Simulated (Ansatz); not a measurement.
# SnSe2 (model cell, started as rutile): phonons and vibrational spectra, part 2 of 2

Wanted: phonon frequencies of SnSe2 (model cell, started as rutile) and what follows from them.

Ansatz 0.2.0; DFT r2SCAN, scalar-relativistic, plane waves, PAW.

So far. Step 2 (Relaxation, k-mesh 6×6×8, smearing width 0.02 eV): Electrostatic potential energy in the ab plane at fractional z = 0.000, with atoms of Sn and Se within 0.2 Å of it. With pseudopotentials it is smooth inside the atoms' cores, unlike the true potential.

The structure was built from a prototype and need not be the compound's stable phase.

## (2) Relaxation, k-mesh 6×6×8, smearing width 0.02 eV (continued)

ELF in the ab plane at fractional z = 0.000, with atoms of Sn and Se within 0.2 Å of it. It is the smooth field of the valence electrons, not physical close to the nuclei.

Ten even steps from '_' (0.00) to '@' (0.86), each cell a mean:
```
__..::::..__________::--::::::::::__
..::::::..______..==##%%##**++--::::
::::::..________--##@@@@@@@@%%++--::
::::....________++@@@@@@%%%%@@%%++::
..____________..++%%@@##==++%%@@**::
______________..==##%%++..==%%@@##::
________________::++####++##@@@@%%--
______..----..__..--++##%%@@@@@@##::
__..==######++--....--++##%%@@##==__
__--%%@@@@@@##**--....::==++++--..__
__++@@@@@@%%####**--____....________
..++@@@@##----####++..______________
..==%%@@**::--%%@@##--______________
..--##@@%%**##@@@@##--__________....
::--++%%@@@@@@@@@@##..______....::::
::::--++##%%@@@@%%==________..::::::
__..::----==++++--..________::::::..
____::::......____________..::::..__
```
Columns run along a (6.5 Å), rows up along b (6.5 Å). Atoms in or near the plane, at fractional coordinates: Sn at (0.00, 0.00), Se at (0.31, 0.31), Se at (0.69, 0.69).

In this step the volume went from 25.88 to 27.81 Å³/atom.

## (3) Bringing the structure to rest, k-mesh 6×6×10, smearing width 0.1 eV

The relaxation is repeated from its end, on the mesh and smearing that suit the cell and gap now reached.

Input file input.yaml:

```yaml
crystal:
  lattice:
    - [6.4777630319, 0.0, 0.0]
    - [0.0, 6.4777630319, 0.0]
    - [0.0, 0.0, 3.9760135813]
  atoms:
    - { symbol: Sn, position: [0.0, 0.0, 0.0] }
    - { symbol: Sn, position: [0.5, 0.5, 0.5] }
    - { symbol: Se, position: [0.3067897576, 0.3067897576, 0.0] }
    - { symbol: Se, position: [0.6932102424, 0.6932102424, 0.0] }
    - { symbol: Se, position: [0.8067897576, 0.1932102424, 0.5] }
    - { symbol: Se, position: [0.1932102424, 0.8067897576, 0.5] }
kpoints:
  mp_grid: { grid: [6, 6, 10] }
hamiltonian:
  xc: r2scan
scf:
  occupations: { method: gaussian, width: 0.1 }
output:
  forces: true
  stress: true
  eigenvalues: true
  write_density: true
  write_potential: true
  elf: true
  volumetric_format: npy
relax:
  adjacent_minimum: "off"
  f_tol: 0.005
  max_steps: 80
  cell: { stress_tol: 0.05 }
```

Command:

```bash
$ ansatz run input.yaml --threads 8 --pin off --max-ram 14336MiB --backend cpu --events-out ev --progress --plain --runs-dir out
```

Numbers of over 12 decimals in the logs are rounded to 6 here.

Log:

```text
[...]
Crystal: 6 atoms, lattice volume = 166.839 Å³
Basis set: ecut = 500 eV, 4219 PW (Γ), exchange–correlation on 192×192×120 points (64 copies of the dense FFT grid, shifted against one another)
Bands: 56, of which v1, the nominal top of the filled ones, is band 46 counted from 1 (45 counted from 0)
Symmetry: 16 space group operations
[...]
k-points: 60 of 360
[...]
cell:  # Å, volume = 166.8392 Å³
    - [6.4777630319, 0.0, 0.0]
    - [0.0, 6.4777630319, 0.0]
    - [0.0, 0.0, 3.9760135813]
  atoms:
    - { symbol: Sn, position: [0.0, 0.0, 0.0] }
    - { symbol: Sn, position: [0.5, 0.5, 0.500000] }
    - { symbol: Se, position: [0.3067897576, 0.3067897576, 0.0] }
    - { symbol: Se, position: [0.693210, 0.693210, 0.0] }
    - { symbol: Se, position: [0.8067897576, 0.193210, 0.500000] }
    - { symbol: Se, position: [0.193210, 0.8067897576, 0.500000] }
[key lines of the parts left out:]
SCF converged after 4 iterations
Free energy (F): -33991.087901 eV
Fermi energy:    7.187380 eV
P = ⅓ Tr σ = 0.0093 GPa (0.093 kbar)
```

It took 15 s on 8 threads of Arm Neoverse V2, shared host; peak memory 1.4 GiB.

Little changed from the start: no atom moved by 0.005 Å and no cell edge by 0.1 %.

This step gave:

```yaml
pressure: 0.009279 GPa
```

In this step the volume went from 27.81 to 27.81 Å³/atom.

## (4) Tight relaxation

Phonons need a cell at rest on their own settings, so the relaxation is repeated with tight tolerances on forces and stress on the k mesh and occupations of the first response run.

input.yaml, the sections that differ from step 3:

```yaml
kpoints:
  mp_grid: { grid: [6, 6, 12] }
scf:
  occupations: { method: methfessel_paxton, width: 0.2 }
output:
  forces: true
  stress: true
  eigenvalues: true
relax:
  adjacent_minimum: "off"
  f_tol: 0.001
  max_steps: 60
  cell: { stress_tol: 0.01 }
# crystal, hamiltonian: as in step 3
```

Log:

```text
[...]
Crystal: 6 atoms, lattice volume = 166.839 Å³
Basis set: ecut = 500 eV, 4219 PW (Γ), exchange–correlation on 192×192×120 points (64 copies of the dense FFT grid, shifted against one another)
Bands: 56, of which v1, the nominal top of the filled ones, is band 46 counted from 1 (45 counted from 0)
Symmetry: 16 space group operations
[...]
k-points: 70 of 432
[...]
cell:  # Å, volume = 166.9416 Å³
    - [6.484425, 0, 0]
    - [0, 6.484425, 0]
    - [0, 0, 3.970285]
  atoms:
    - { symbol: Sn, position: [0, 0, 0] }
    - { symbol: Sn, position: [0.5, 0.5, 0.500000] }
    - { symbol: Se, position: [0.306953, 0.306953, 0] }
    - { symbol: Se, position: [0.693047, 0.693047, 0] }
    - { symbol: Se, position: [0.806953, 0.193047, 0.500000] }
    - { symbol: Se, position: [0.193047, 0.806953, 0.500000] }
[key lines of the parts left out:]
SCF converged after 6 iterations
Free energy (F): -33991.085379 eV
Fermi energy:    7.196989 eV
P = ⅓ Tr σ = -0.0049 GPa (-0.049 kbar)
```

It took 40 s on 8 threads; peak memory 1.5 GiB; 5.1 min of CPU time.

The steps of the relaxation:

```csv
step,energy less that of the first step (eV),largest force component (eV/Å),pressure (GPa),volume (Å³)
1,0.0000,0.0069,-0.02,166.84
2,-0.0001,0.0024,0.02,166.81
3,-0.0001,0.0048,0.02,166.86
4,-0.0001,0.0003,0.00,166.94
5*,-0.0001,0.0003,0.00,166.94
```

Relaxation steps marked * repeat the geometry before them on a plane-wave basis chosen anew for their cell, so energy and pressure can jump there.

Forces are held to the 16 operations that the run works with; a distortion that breaks them can't arise in this run.

```
conventional cell, symmetrised  before  after  change
                         a (Å)   6.478  6.484  +0.1 %
                         b (Å)   6.478  6.484  +0.1 %
                         c (Å)   3.976  3.970  -0.1 %
              volume (Å³/atom)   27.81  27.82  +0.1 %
```

The relaxed structure:

```xyz
6
Lattice="6.4844 0.0000 0.0000 0.0000 6.4844 0.0000 0.0000 0.0000 3.9703" Properties=species:S:1:pos:R:3 pbc="T T T"
Sn    0.0000    0.0000    0.0000
Sn    3.2422    3.2422    1.9851
Se    1.9904    1.9904    0.0000
Se    4.4940    4.4940    0.0000
Se    5.2326    1.2518    1.9851
Se    1.2518    5.2326    1.9851
```

Numbers from this step:

| Property | Result |
| --- | --- |
| pressure | -0.004934 GPa |
| volume per atom | 27.82 Å³ |

The largest force component left is 0.29 meV/Å and the pressure is -0.005 GPa, within the tolerances set. The cell now holds 27.82 Å³/atom.

## (5) Modes at Γ

The zone centre is the only wavevector solved here; it holds the modes that light can see, as far as symmetry allows. No field response is asked, since the mesh shows no gap.

Input file input.yaml:

```yaml
crystal:
  lattice:
    - [6.4844249796, 0.0, 0.0]
    - [0.0, 6.4844249796, 0.0]
    - [0.0, 0.0, 3.9702852424]
  atoms:
    - { symbol: Sn, position: [0.0, 0.0, 0.0] }
    - { symbol: Sn, position: [0.5, 0.5, 0.5] }
    - { symbol: Se, position: [0.3069530458, 0.3069530458, 0.0] }
    - { symbol: Se, position: [0.6930469542, 0.6930469542, 0.0] }
    - { symbol: Se, position: [0.8069530458, 0.1930469542, 0.5] }
    - { symbol: Se, position: [0.1930469542, 0.8069530458, 0.5] }
kpoints:
  mp_grid: { grid: [6, 6, 12] }
hamiltonian:
  xc: r2scan
scf:
  occupations: { method: methfessel_paxton, width: 0.2 }
output:
  eigenvalues: true
phonons:
  method: dfpt
```

Log:

```text
[...]
Crystal: 6 atoms, lattice volume = 166.942 Å³
Basis set: ecut = 500 eV, 4235 PW (Γ), exchange–correlation on 240×240×150 points (125 copies of the dense FFT grid, shifted against one another)
Bands: 56, of which v1, the nominal top of the filled ones, is band 46 counted from 1 (45 counted from 0)
Symmetry: 16 space group operations
k-points: 220 of 432 (irreducible under 1 space group operation, time reversal used)
[...]
SCF iter   1: F=—  HF=-33991.077683 eV  |F-HF|=—  |Δ(HF+E_count)|=         —  Δρ=6.93e-3  dr2=1.05e-1  dr2_τ=1.58e-2  ethr=1.77e-3  ⟨swp⟩=7.1  Hψ=48148  notcnv=0
[...]
SCF iter  12: F=-33991.085525 eV  HF=-33991.085525 eV  |F-HF|=0.00e0  |Δ(HF+E_count)|=  1.24e-10  S|Δr|=    0.00e0  Δρ=4.86e-8  dr2=4.79e-12  dr2_τ=2.43e-13  ethr=1.00e-12  ⟨swp⟩=10.9  Hψ=64291  notcnv=0
SCF 1 converged in 12 iterations: F = -33991.085525 eV  dr2 = 4.79e-12
[...]
DFPT response loops at Γ: preconditioner auto → Kerker (q_TF=auto, 2.470 Å⁻¹) (partly filled bands, converged f_vac=0.110); β = 1.00, the filter's whole step (`scf.mixing.beta` (0.50) is not read by the response loops under this deck's `scf.mixing.preconditioner`; to damp them name `kerker` or `kerker_dos`, under which they read `scf.mixing.beta`, and type it under 1.00, their step now; both keys bind the ground state too); Broyden in place of MSR1
SCF converged after 12 iterations
[...]
Free energy (F): -33991.085525 eV
[...]
Internal energy: -33991.088270 eV  (E = F + TS)
E sigma→0 (E₀):  -33991.086211 eV
Entropy (-TS):   0.002745 eV (0.457 meV/atom)
Fermi energy:    7.196990 eV
Step filling:    the computed levels leave a gap of 0.0000 eV = 0.0 smearing widths at the electron count; against every level under it full and every level over it empty, smearing changes F+E_penalty+E_count by -0.820 meV and its σ→0 estimate by -1.506 meV
[...]
--- Band table (eV; the first three rows and the last of 220) ---
  k-point 0: bands = [... 42 lower, 6.0966, 6.0966, 6.7404, 6.7404, 7.4662, 8.7842, 10.0538, 10.0538, ... 6 higher]
  k-point 1: bands = [... 42 lower, 5.6923, 6.6832, 6.7905, 6.7905, 7.4119, 9.0828, 10.4197, 10.4197, ... 6 higher]
  k-point 2: bands = [... 42 lower, 4.9347, 6.7452, 6.7452, 7.2480, 7.3927, 9.6748, 10.9852, 11.1689, ... 6 higher]
  k-point 219: bands = [... 42 lower, 6.1347, 6.1347, 6.4195, 6.4195, 7.6821, 7.6821, 11.9238, 11.9238, ... 6 higher]
--- Phonons (Γ-DFPT): 4 representative perturbations + reference, on 220 of 432 k-points (Σ response iterations 37) ---
  k mesh reduced under 1 symmetry operation, with k and −k counted as one. Each operation leaves every solved perturbation unchanged. A smaller set is not considered because the functional reads the kinetic-energy density
  ASR residual: 1.787e-4 → 0.000e0 eV/Å²; symmetrization residual: 2.759e-5 eV/Å²
  ASR residual per site (eV/Å²): 1.79e-4 1.79e-4 1.01e-4 1.01e-4 1.01e-4 1.01e-4
  Γ frequencies (cm⁻¹): -57.91 -57.91 -47.82 -29.09 0.00 0.00 0.00 53.45 91.11 91.11 140.52 140.52 188.02 189.04 202.75 211.80 211.80 211.89
  non-analytic LO–TO correction: not included (Born effective charges unavailable; polar crystals: no LO–TO splitting at Γ)
```

It took 9.6 min on 8 threads; peak memory 8.5 GiB; 76 min of CPU time.

Numbers from this step:

| Quantity | Value |
| --- | --- |
| sum-rule residual before enforcement | 1.79e-4 eV/Å² |
| point group | 4/mmm |
| highest optical mode at the zone centre (no LO-TO term) | 211.9 cm⁻¹ |
| lowest optical zone-centre mode | -57.91 cm⁻¹ |

Patterns of degenerate modes are one choice out of their space. Modes at Γ, with each element's share of the kinetic energy (negative means imaginary):

```csv
mode,frequency (cm⁻¹),symmetry,Sn %,Se %
1,-57.9,Eu,39,61
2,-57.9,Eu,39,61
3,-47.8,B1g,0,100
4,-29.1,A2g,0,100
5,0.0,acoustic,43,57
6,0.0,acoustic,43,57
7,0.0,acoustic,43,57
8,53.5,B1u,66,34
9,91.1,Eu,63,37
10,91.1,Eu,63,37
11,140.5,Eg,0,100
12,140.5,Eg,0,100
13,188.0,A2u,57,43
14,189.0,A1g,0,100
15,202.8,B1u,34,66
16,211.8,Eu,56,44
17,211.8,Eu,56,44
18,211.9,B2g,0,100
```

Displacements in mode 2 (-57.9 cm⁻¹), the largest set to 1:
```
Sn1  0.44 -0.35  0.00
Sn2  0.85 -0.80  0.00
Se3 -0.99  1.00  0.00
Se4 -0.99  1.00  0.00
Se5  0.02 -0.14  0.00
Se6  0.02 -0.14  0.00
```

Displacements in mode 9 (91.1 cm⁻¹), the largest set to 1:
```
Sn1  0.00 -0.89  0.00
Sn2 -0.46  1.00  0.00
Se3  0.02  0.58  0.00
Se4  0.02  0.58  0.00
Se5  0.32 -0.67  0.00
Se6  0.32 -0.67  0.00
```

Before it was imposed, the acoustic sum rule was missed by 1.8e-4 eV/Å². Small misses are needed for a sound result but don't prove that mesh and cutoff are converged. The lowest optical mode is imaginary, 57.9i cm⁻¹, so the energy falls along it.

## (6) Outcome

```json
{
 "space group after relaxation (within 0.01 Å)": "P4_2/mnm",
 "volume per atom": "27.8 Å³",
 "electronic character": "no gap on this mesh",
 "highest optical mode at the zone centre (no LO-TO term)": "212 cm⁻¹",
 "lowest optical zone-centre mode": "-57.9 cm⁻¹",
 "imaginary modes at Γ (the only wavevector solved)": "yes"
}
```

A zone-centre mode is imaginary (57.9i cm⁻¹), so this structure is not a minimum of the energy. The optical modes at Γ span -58 to 212 cm⁻¹ (negative means imaginary). No dispersion was computed. The highest mode in this list at Γ, 211.9 cm⁻¹, is mostly motion of Se (100 % of the kinetic energy). With no gap, or one that is small against the smearing, the frequencies hang on the k mesh and the smearing, most of all near Kohn anomalies. A semilocal functional can close a gap that the real compound would have, so the metallic treatment may be an artefact of the level. Spin-orbit coupling is left out, which can matter for the heavy elements here. The starting cell was built on a prototype and not taken from a measurement, so the phase need not exist. These are harmonic frequencies at zero temperature: anharmonic shifts, linewidths and thermal expansion are left out.

[Logs are printed without paths, hosts, clocks, repeated set-up lines and the standing remarks that a program may print on its own settings, such as how far it seeks lower states.]

[Hosts, paths, dates, database ids (printed as entryN), source tags and the programs' standing remarks are cut or masked in the printed files.]
